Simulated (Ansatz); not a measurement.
## Kohn anomalies in TaN (P-6m2)

Aim: see how the phonons of TaN (P-6m2) along the first symmetry line respond to the electronic smearing. The first relaxation steps of the session are not shown, so no cell shown is the starting entry, unless a step says so.

Method: DFT PBEsol, scalar-relativistic, plane waves, PAW; PAW set soft_1, in Ansatz 0.2.0.

**1. The cell after earlier relaxation steps**

Symmetry: P-6m2, No. 187, hexagonal system. The conventional cell has a = 2.924 Å, b = 2.924 Å, c = 2.870 Å, α = 90.00°, β = 90.00°, γ = 120.00°. Ta has 6 N at 2.22 Å nearest. Nearest to N lie 6 Ta at 2.22 Å. Farther neighbours and most contacts between anions are not listed.

Structure file:

```cif
data_structure
_symmetry_space_group_name_H-M 'P-6m2'
_symmetry_Int_Tables_number 187
_cell_length_a 2.9241
_cell_length_b 2.9241
_cell_length_c 2.8704
_cell_angle_alpha 90.000
_cell_angle_beta 90.000
_cell_angle_gamma 120.000
_cell_volume 21.25
loop_
_atom_site_label
_atom_site_type_symbol
_atom_site_symmetry_multiplicity
_atom_site_Wyckoff_symbol
_atom_site_fract_x
_atom_site_fract_y
_atom_site_fract_z
_atom_site_occupancy
Ta1 Ta 1 d 0.33333 0.66667 0.50000 1
N1 N 1 a 0.00000 0.00000 0.00000 1
```

**2. Tight relaxation**

Phonons are second derivatives about the minimum, so the remaining forces must be small: the thresholds are tightened. Earlier relaxation steps are not shown.

input.yaml

```yaml
crystal:
  lattice:
    - [2.9240817397, 0.0, 0.0]
    - [-1.4620408698, 2.5323290693, 0.0]
    - [0.0, 0.0, 2.8704228493]
  atoms:
    - { symbol: Ta, position: [0.3333333333, 0.6666666667, 0.5] }
    - { symbol: "N", position: [0.0, 0.0, 0.0] }
kpoints:
  mp_grid: { grid: [12, 12, 10] }
hamiltonian:
  xc: pbesol
  pseudopotentials: { kind: paw, azcp: { folder: soft_1 }, xc_functional: pbe }
scf:
  occupations: { method: methfessel_paxton, width: 0.2 }
output:
  forces: true
  stress: true
  eigenvalues: true
relax:
  adjacent_minimum: "off"
  f_tol: 0.001
  max_steps: 60
  cell: { stress_tol: 0.01 }
```

Started as:

```
$ ansatz run input.yaml --threads 4 --pin off --max-ram 12288MiB --backend cpu --events-out ev --progress --plain --runs-dir out
```

Numbers of over 12 decimals in the logs are rounded to 6 here.

Log:

```text
[the first part of the log is left out]
  E_xc         = -379.204884
  E_vxc        = -310.435254  (∫ρ·V_xc dr)
  E_paw        = -8304.611329  (= ΣΔE_a)
  E_vpaw       = -125.276032  (= ΣTr[D̂ρ^β])
  E_aug_tail   = 0.000909  (compensation charges beyond the density's cutoff)
  E_ewald      = -1681.866349
  E_core_change = 0.241812  (= ΣΔE_core)
  E_smearing   = -0.000119  (= −TS)
  E_closure    = 0.000000  (closes the sum)
  Σ components = -10188.560334   (vs F -10188.560334, Δ=0.00e0)
--- Forces (eV/Å), atoms counted from 1 ---
  atom   1  Ta     0.00000000    -0.00000000    -0.00000000
  atom   2  N      0.00000000    -0.00000000    -0.00000000
  max |Σ_I F_I| component: 1.48e-16 eV/Å
--- Stress (GPa, compression-positive) ---
       -0.000746      -0.000000       0.000000
       -0.000000      -0.000746       0.000000
        0.000000       0.000000       0.004549
  P = ⅓ Tr σ = 0.0010 GPa (0.010 kbar)
--- Band table (eV; the first three rows and the last of 114) ---
  k-point 0: bands = ["-48.0659", "-14.3979", "-14.1252", "-14.1252", "2.4485", "15.6509", "15.6509", "15.9933", "17.3333", "22.5696", "23.9304", "23.9304", "24.3530"]
  k-point 1: bands = ["-48.0607", "-14.4992", "-14.1171", "-14.1171", "2.6627", "15.2869", "15.7336", "15.7336", "17.9226", "22.8084", "22.8084", "22.9236", "25.0970"]
  k-point 2: bands = ["-48.0472", "-14.7563", "-14.0956", "-14.0956", "3.2492", "13.9444", "15.9534", "15.9534", "19.1523", "21.5732", "21.5732", "23.7884", "25.2256"]
  k-point 113: bands = ["-47.9219", "-15.0607", "-14.7797", "-14.7036", "4.5302", "11.9042", "13.6620", "16.3786", "19.9309", "24.8652", "25.4351", "27.1464", "27.9827"]
--- Relaxed structure (3 steps of the walk, 3 accepted, 1 SCFs on fresh bases) ---
  F+E_penalty+E_count = -10188.56033401 eV   max|allowed force component| = 7.401e-17 eV/Å   (the final SCF, on the basis selected at the relaxed cell)
  cell:  # Å, volume = 21.2521 Å³
    - [2.923959, -2.8866273047067378e-11, 0.0]
    - [-1.461980, 2.532223, 0.0]
    - [0.0, 0.0, 2.870309]
  atoms:
    - { symbol: Ta, position: [0.333333, 0.666667, 0.5] }
    - { symbol: N, position: [0, -2.775557561562891e-17, 0.0] }
```

Wall time 3.7 s (4 threads of Arm Neoverse V1, shared host); peak memory 0.34 GiB.

Little changed from the start: no atom moved by 0.005 Å and no cell edge by 0.1 %.

Numbers from this step:

```
pressure          : 0.001019 GPa
volume per atom   : 10.63 Å³/atom
metallic on mesh  : yes
gap on the k-mesh : 0 eV
```

The largest force is now zero by symmetry and the largest stress component 0.0045 GPa, small enough for phonons.

**3. Wavevectors along a line: Fermi–Dirac smearing of 0.1 eV**

The smearing blurs the Fermi surface that screens the phonons; a Fermi–Dirac width is an electronic temperature.

input.yaml

```yaml
crystal:
  lattice:
    - [2.9239590769, 0.0, 0.0]
    - [-1.4619795384, 2.5322228403, 0.0]
    - [0.0, 0.0, 2.8703086326]
  atoms:
    - { symbol: Ta, position: [0.3333333333, 0.6666666667, 0.5] }
    - { symbol: "N", position: [0.0, 0.0, 0.0] }
kpoints:
  mp_grid: { grid: [18, 18, 20] }
hamiltonian:
  xc: pbesol
  pseudopotentials: { kind: paw, azcp: { folder: soft_1 }, xc_functional: pbe }
scf:
  occupations: { method: fermi_dirac, width: 0.1 }
output:
  eigenvalues: true
phonons:
  method: dfpt
  qpoints:
    - [0, 0, 0]
    - [0.166666667, 0.0, 0.0]
    - [0.333333333, 0.0, 0.0]
    - [0.5, 0.0, 0.0]
```

Log:

```text
The run solves and reports these wavevectors of phonons.qpoints, in the list's order, at another value: [0.166666667, 0.0, 0.0] as [0.166667, 0.0, 0.0], [0.333333333, 0.0, 0.0] as [0.333333, 0.0, 0.0].
[...]
Crystal: 2 atoms, lattice volume = 21.252 Å³
Basis set: ecut = 420 eV, 405 PW (Γ), exchange–correlation on 40×40×40 points (8 copies of the dense FFT grid, shifted against one another)
Bands: 13, of which v1, the nominal top of the filled ones, is band 9 counted from 1 (8 counted from 0)
Symmetry: 12 space group operations
k-points: 407 of 6480 (time reversal used)
[...]
SCF iter   1: F=—  HF=-10188.582566 eV  |F-HF|=—  |Δ(HF+E_count)|=         —  Δρ=4.87e-2  dr2=2.78e-1  ethr=3.10e-3  ⟨swp⟩=5.1  Hψ=25282  notcnv=0
[...]
SCF iter   8: F=-10188.561132 eV  HF=-10188.561132 eV  |F-HF|=7.28e-12  |Δ(HF+E_count)|=  4.73e-11  Δρ=6.23e-8  dr2=2.90e-13  ethr=1.00e-12  ⟨swp⟩=5.8  Hψ=21901  notcnv=0
the search or the solves at the SCF's close seem to have found levels that the self-consistency loop had missed (the run counts 2). By its estimate they hold under 1e-12 electrons; where the run keeps them, the occupations were computed again with them
SCF 1 converged in 8 iterations: F = -10188.561132 eV  dr2 = 2.90e-13
[...]
NSCF: frozen V_eff on 407 k-points
[...]
DFPT response loops at q = (0, 0, 0) (fractional): preconditioner auto → Kerker (q_TF=auto, 2.654 Å⁻¹) (partly filled bands, converged f_vac=0.000); β = 1.00, the filter's whole step (`scf.mixing.beta` (0.50) is not read by the response loops under this deck's `scf.mixing.preconditioner`; to damp them name `kerker` or `kerker_dos`, under which they read `scf.mixing.beta`, and type it under 1.00, their step now; both keys bind the ground state too); Broyden in place of MSR1
[...]
SCF converged after 8 iterations
Free energy (F): -10188.561132 eV
[...]
Internal energy: -10188.558113 eV  (E = F + TS)
E sigma→0 (E₀):  -10188.559622 eV
Entropy (-TS):   -0.003018 eV (-1.509 meV/atom)
Fermi energy:    20.266917 eV
[...]
--- Band table (eV; the first three rows and the last of 407) ---
  k-point 0: bands = [... 5 lower, 15.6512, 15.6512, 15.9935, 17.3339, 22.5698, 23.9305, 23.9305, 24.3533]
  k-point 1: bands = [... 5 lower, 15.6723, 15.6723, 15.7821, 17.5105, 22.6631, 23.4640, 23.4640, 24.7263]
  k-point 2: bands = [... 5 lower, 15.2871, 15.7339, 15.7339, 17.9232, 22.8085, 22.8085, 22.9238, 25.0973]
  k-point 406: bands = [... 5 lower, 11.9048, 13.6622, 16.3795, 19.9301, 24.8657, 25.4353, 27.1463, 27.9833]
--- Phonons (Γ-DFPT): 4 representative perturbations + reference (Σ response iterations 12) ---
  ASR residual: 8.976e-5 → 0.000e0 eV/Å²; symmetrization residual: 1.967e-6 eV/Å²
  ASR residual per site (eV/Å²): 8.98e-5 1.99e-5
  Γ frequencies (cm⁻¹): 0.00 0.00 0.00 531.12 531.12 554.78
  non-analytic LO–TO correction: not included (Born effective charges unavailable; polar crystals: no LO–TO splitting at Γ)
--- Phonons (arbitrary-q DFPT): 4 explicit q-points ---
  q = [0, 0, 0] (of the zone-centre solve; hermiticity 2.67e-7, symmetrization 4.12e-11): -0.00 -0.00 0.00 531.12 531.12 554.78
  q = [0.166667, 0, 0] (4 solved perturbations in 10890 linear systems a pass and spin channel, the states on 3564 of 6480 k-point pairs; hermiticity 2.33e-7, symmetrization 1.67e-14): 84.64 86.96 140.65 532.73 557.52 565.32
[...]
sum rule: each row above includes the acoustic sum rule's correction from the zone centre's row sums; it moved no ω² by more than (0.62 cm⁻¹)²
```

The job ended after 2.8 min (4 threads; peak memory 2.5 GiB).

In the SCF lines HF is the Harris–Foulkes energy and dr2 the Hartree energy of the density residual, in eV; the loop may stop once dr2 is under the threshold and the program's other checks hold. Hψ counts applications of the Hamiltonian.

Each wavevector solved by linear response. Table of frequency by |q| along the line:

```csv
|q| along the line (Å⁻¹),mode 1 (cm⁻¹),mode 2 (cm⁻¹),mode 3 (cm⁻¹),mode 4 (cm⁻¹),mode 5 (cm⁻¹),mode 6 (cm⁻¹)
0.000,0,0,0,531,531,555
0.413,84.6,87.0,141,533,558,565
0.827,152,154,239,527,562,588
1.241,179,180,269,525,565,596
```

**4. Phonons along a line: Fermi–Dirac smearing of 0.25 eV**

The smearing blurs the Fermi surface that screens the phonons; a Fermi–Dirac width is an electronic temperature.

input.yaml, as its differences from that of step 3:

```diff
@@ -14,3 +14,3 @@
 scf:
-  occupations: { method: fermi_dirac, width: 0.1 }
+  occupations: { method: fermi_dirac, width: 0.25 }
 output:
```

Wider smearing eases the sum over k-points of a metal but moves the result away from its zero-temperature value.

Log:

```text
band count auto-derived: 14 (N_el = 18.0; filled up to band 9; 13 by the electrons, moments and atoms)
[...]
Crystal: 2 atoms, lattice volume = 21.252 Å³
Basis set: ecut = 420 eV, 405 PW (Γ), exchange–correlation on 40×40×40 points (8 copies of the dense FFT grid, shifted against one another)
Bands: 14, of which v1, the nominal top of the filled ones, is band 9 counted from 1 (8 counted from 0)
[... 1 set-up line as in the run before ...]
k-points: 407 of 6480 (time reversal used)
[...]
SCF iter   1: F=—  HF=-10188.595545 eV  |F-HF|=—  |Δ(HF+E_count)|=         —  Δρ=4.84e-2  dr2=2.73e-1  ethr=3.10e-3  ⟨swp⟩=5.0  Hψ=27465  notcnv=0
[...]
SCF iter   8: F=-10188.574886 eV  HF=-10188.574886 eV  |F-HF|=3.64e-12  |Δ(HF+E_count)|=  9.09e-12  Δρ=8.17e-8  dr2=9.42e-13  ethr=1.00e-12  ⟨swp⟩=6.1  Hψ=24442  notcnv=0
SCF 1 converged in 8 iterations: F = -10188.574886 eV  dr2 = 9.42e-13
[...]
SCF converged after 8 iterations
Free energy (F): -10188.574886 eV
[...]
Internal energy: -10188.531304 eV  (E = F + TS)
E sigma→0 (E₀):  -10188.553095 eV
Entropy (-TS):   -0.043581 eV (-21.791 meV/atom)
Fermi energy:    20.403971 eV
[...]
--- Band table (eV; the first three rows and the last of 407) ---
  k-point 0: bands = [... 5 lower, 15.6529, 15.6529, 15.9960, 17.3355, 22.5680, 23.9335, 23.9335, 24.3594, ... 1 higher]
  k-point 1: bands = [... 5 lower, 15.6740, 15.6740, 15.7844, 17.5123, 22.6612, 23.4680, 23.4680, 24.7313, ... 1 higher]
  k-point 2: bands = [... 5 lower, 15.2889, 15.7356, 15.7356, 17.9256, 22.8127, 22.8127, 22.9219, 25.1020, ... 1 higher]
  k-point 406: bands = [... 5 lower, 11.9054, 13.6658, 16.3806, 19.9295, 24.8703, 25.4397, 27.1512, 27.9857, ... 1 higher]
[...]
ASR residual: 3.537e-4 → 0.000e0 eV/Å²; symmetrization residual: 5.672e-7 eV/Å²
  ASR residual per site (eV/Å²): 3.54e-4 6.92e-5
  Γ frequencies (cm⁻¹): 0.00 0.00 0.00 527.56 527.56 555.59
[...]
--- Phonons (arbitrary-q DFPT): 4 explicit q-points ---
[...]
```

Elapsed: 3 min, on 4 threads; peak memory 2.7 GiB; 12 min of CPU time.

Each wavevector solved by linear response. Frequency against |q| along the line:

```csv
|q| along the line (Å⁻¹),mode 1 (cm⁻¹),mode 2 (cm⁻¹),mode 3 (cm⁻¹),mode 4 (cm⁻¹),mode 5 (cm⁻¹),mode 6 (cm⁻¹)
0.000,0,0,0,528,528,556
0.413,83.9,86.1,139,530,557,559
0.827,151,153,236,527,561,586
1.241,177,179,268,526,563,596
```

Against step 3 (now smearing width 0.25 eV), the free energy moves by -6.9 meV an atom.

**5. Phonons along a line: Fermi–Dirac smearing of 0.04 eV**

Each wavevector is solved by itself, so no interpolation smooths a dip of the branch.

input.yaml, as its differences from that of step 4:

```diff
@@ -14,3 +14,3 @@
 scf:
-  occupations: { method: fermi_dirac, width: 0.25 }
+  occupations: { method: fermi_dirac, width: 0.04 }
 output:
```

Narrower smearing comes nearer the zero-temperature value but asks more of the mesh.

Log:

```text
[...]
Crystal: 2 atoms, lattice volume = 21.252 Å³
Basis set: ecut = 420 eV, 405 PW (Γ), exchange–correlation on 40×40×40 points (8 copies of the dense FFT grid, shifted against one another)
Bands: 13, of which v1, the nominal top of the filled ones, is band 9 counted from 1 (8 counted from 0)
[... 1 set-up line as in the run before ...]
k-points: 407 of 6480 (time reversal used)
[...]
SCF iter   1: F=—  HF=-10188.581554 eV  |F-HF|=—  |Δ(HF+E_count)|=         —  Δρ=4.87e-2  dr2=2.78e-1  ethr=3.10e-3  ⟨swp⟩=5.6  Hψ=25817  notcnv=0
[...]
SCF iter   8: F=-10188.560109 eV  HF=-10188.560109 eV  |F-HF|=3.64e-12  |Δ(HF+E_count)|=  4.37e-11  Δρ=6.24e-8  dr2=2.90e-13  ethr=1.00e-12  ⟨swp⟩=5.8  Hψ=21870  notcnv=0
[...]
SCF 1 converged in 8 iterations: F = -10188.560109 eV  dr2 = 2.90e-13
[...]
SCF converged after 8 iterations
Free energy (F): -10188.560109 eV
[...]
Internal energy: -10188.559803 eV  (E = F + TS)
E sigma→0 (E₀):  -10188.559956 eV
Entropy (-TS):   -0.000306 eV (-0.153 meV/atom)
Fermi energy:    20.255085 eV
[...]
--- Band table (eV; the first three rows and the last of 407) ---
  k-point 0: bands = [... 5 lower, 15.6512, 15.6512, 15.9932, 17.3340, 22.5702, 23.9301, 23.9301, 24.3527]
  k-point 1: bands = [... 5 lower, 15.6723, 15.6723, 15.7819, 17.5105, 22.6634, 23.4635, 23.4635, 24.7258]
  k-point 2: bands = [... 5 lower, 15.2869, 15.7339, 15.7339, 17.9232, 22.8081, 22.8081, 22.9242, 25.0968]
  k-point 406: bands = [... 5 lower, 11.9050, 13.6619, 16.3798, 19.9298, 24.8654, 25.4348, 27.1456, 27.9833]
[...]
ASR residual: 1.320e-5 → 0.000e0 eV/Å²; symmetrization residual: 1.926e-6 eV/Å²
  ASR residual per site (eV/Å²): 1.32e-5 1.32e-5
  Γ frequencies (cm⁻¹): 0.00 0.00 0.00 531.87 531.87 554.53
[...]
--- Phonons (arbitrary-q DFPT): 4 explicit q-points ---
[...]
```

Elapsed: 2.8 min, on 4 threads; peak memory 2.5 GiB; 11 min of CPU time.

Each wavevector solved by linear response. The frequency by |q| along the line:

```csv
|q| along the line (Å⁻¹),mode 1 (cm⁻¹),mode 2 (cm⁻¹),mode 3 (cm⁻¹),mode 4 (cm⁻¹),mode 5 (cm⁻¹),mode 6 (cm⁻¹)
0.000,0,0,0,532,532,555
0.413,84.7,87.0,141,533,557,566
0.827,152,155,239,527,563,588
1.241,179,180,270,525,565,596
```

Against step 3 (now smearing width 0.04 eV), the free energy moves by +0.5 meV an atom.

**6. Phonons along a line: Methfessel–Paxton smearing of 0.2 eV**

The smearing blurs the Fermi surface that screens the phonons; a Methfessel–Paxton width blurs it less than a thermal one.

input.yaml, as its differences from that of step 5:

```diff
@@ -14,3 +14,3 @@
 scf:
-  occupations: { method: fermi_dirac, width: 0.04 }
+  occupations: { method: methfessel_paxton, width: 0.2 }
 output:
```

Log:

```text
[...]
Crystal: 2 atoms, lattice volume = 21.252 Å³
Basis set: ecut = 420 eV, 405 PW (Γ), exchange–correlation on 40×40×40 points (8 copies of the dense FFT grid, shifted against one another)
Bands: 13, of which v1, the nominal top of the filled ones, is band 9 counted from 1 (8 counted from 0)
[... 1 set-up line as in the run before ...]
k-points: 407 of 6480 (time reversal used)
[...]
SCF iter   1: F=—  HF=-10188.581513 eV  |F-HF|=—  |Δ(HF+E_count)|=         —  Δρ=4.87e-2  dr2=2.78e-1  ethr=3.10e-3  ⟨swp⟩=5.0  Hψ=26330  notcnv=0
[...]
SCF iter   8: F=-10188.559885 eV  HF=-10188.559885 eV  |F-HF|=5.46e-12  |Δ(HF+E_count)|=  4.18e-11  S|Δr|=    0.00e0  Δρ=6.98e-8  dr2=3.14e-13  ethr=1.00e-12  ⟨swp⟩=5.8  Hψ=21978  notcnv=0
[...]
SCF 1 converged in 8 iterations: F = -10188.559885 eV  dr2 = 3.14e-13
[...]
SCF converged after 8 iterations
Stability not checked: this state was not tested for a lower state beside it, because cold or Methfessel-Paxton smearing, or corrected tetrahedra, fill the levels in a way that the test cannot read (fill_not_monotonic; see scf.lower_state_search)
Free energy (F): -10188.559885 eV
[...]
Internal energy: -10188.560334 eV  (E = F + TS)
E sigma→0 (E₀):  -10188.559997 eV
Entropy (-TS):   0.000448 eV (0.224 meV/atom)
Fermi energy:    20.237105 eV
[...]
--- Band table (eV; the first three rows and the last of 407) ---
  k-point 0: bands = [... 5 lower, 15.6512, 15.6512, 15.9931, 17.3340, 22.5702, 23.9300, 23.9300, 24.3525]
  k-point 1: bands = [... 5 lower, 15.6723, 15.6723, 15.7818, 17.5105, 22.6635, 23.4634, 23.4634, 24.7256]
  k-point 2: bands = [... 5 lower, 15.2869, 15.7339, 15.7339, 17.9232, 22.8079, 22.8079, 22.9243, 25.0967]
  k-point 406: bands = [... 5 lower, 11.9050, 13.6617, 16.3799, 19.9297, 24.8652, 25.4346, 27.1454, 27.9833]
[...]
ASR residual: 1.384e-5 → 0.000e0 eV/Å²; symmetrization residual: 1.977e-6 eV/Å²
  ASR residual per site (eV/Å²): 1.38e-5 1.34e-5
  Γ frequencies (cm⁻¹): 0.00 0.00 0.00 532.21 532.21 554.44
[...]
--- Phonons (arbitrary-q DFPT): 4 explicit q-points ---
[...]
```

It took 2.8 min on 4 threads; peak memory 2.5 GiB.

Each wavevector solved by linear response. The frequency by |q| along the line:

```csv
|q| along the line (Å⁻¹),mode 1 (cm⁻¹),mode 2 (cm⁻¹),mode 3 (cm⁻¹),mode 4 (cm⁻¹),mode 5 (cm⁻¹),mode 6 (cm⁻¹)
0.000,0,0,0,532,532,554
0.413,84.8,87.0,142,533,557,567
0.827,152,155,239,527,563,588
1.241,179,180,270,524,565,596
```

Against step 3 (now occupations Methfessel-Paxton and smearing width 0.2 eV), the free energy moves by +0.6 meV an atom.

**7. The lowest branch at each setting**

The lowest frequency by |q| along the line:

```csv
|q| along the line (Å⁻¹),"fermi dirac 0.1 eV, k 18x18x20 (cm⁻¹)","fermi dirac 0.25 eV, k 18x18x20 (cm⁻¹)","fermi dirac 0.04 eV, k 18x18x20 (cm⁻¹)","methfessel paxton 0.2 eV, k 18x18x20 (cm⁻¹)"
0.000,0,0,0,0
0.413,84.6,83.9,84.7,84.8
0.827,152,151,152,152
1.241,179,177,179,179
```

**8. Outcome**

- phonon run of the rows without a label of their own: PBEsol, k 18×18×20
- lowest branch at the last solved point, Fermi–Dirac 0.1 eV: 179 cm⁻¹ at |q| = 1.24 Å⁻¹
- lowest branch at the last solved point, Fermi–Dirac 0.25 eV: 177 cm⁻¹ at |q| = 1.24 Å⁻¹
- lowest branch at the last solved point, Fermi–Dirac 0.04 eV: 179 cm⁻¹ at |q| = 1.24 Å⁻¹
- lowest branch at the last solved point, Methfessel–Paxton 0.2 eV: 179 cm⁻¹ at |q| = 1.24 Å⁻¹

What this shows: No branch softens by more than 4 % of the top frequency as the smearing narrows, so no anomaly that hangs on the smearing shows at these points. The line holds 4 wavevectors, so a narrow dip between them would be missed. Between Fermi–Dirac 0.25 eV and Fermi–Dirac 0.04 eV the largest change, with modes counted by rank of frequency, is in mode 6 at |q| = 0.413 Å⁻¹, from 559 to 566 cm⁻¹; the branches hardly feel the smearing. Where branches cross, a count by rank can hide a softening. At the narrowest width the k mesh may not resolve the Fermi surface, so part of the change can be mesh noise. Spin–orbit coupling, left out here, matters for Ta. The PAW files were made for PBE; under other functionals the run regenerates their frozen core.

[Logs are printed without paths, hosts, clocks, repeated set-up lines and the standing remarks that a program may print on its own settings, such as how far it seeks lower states.]

[Hosts, paths, dates, database ids (printed as entryN), source tags and the programs' standing remarks are cut or masked in the printed files.]
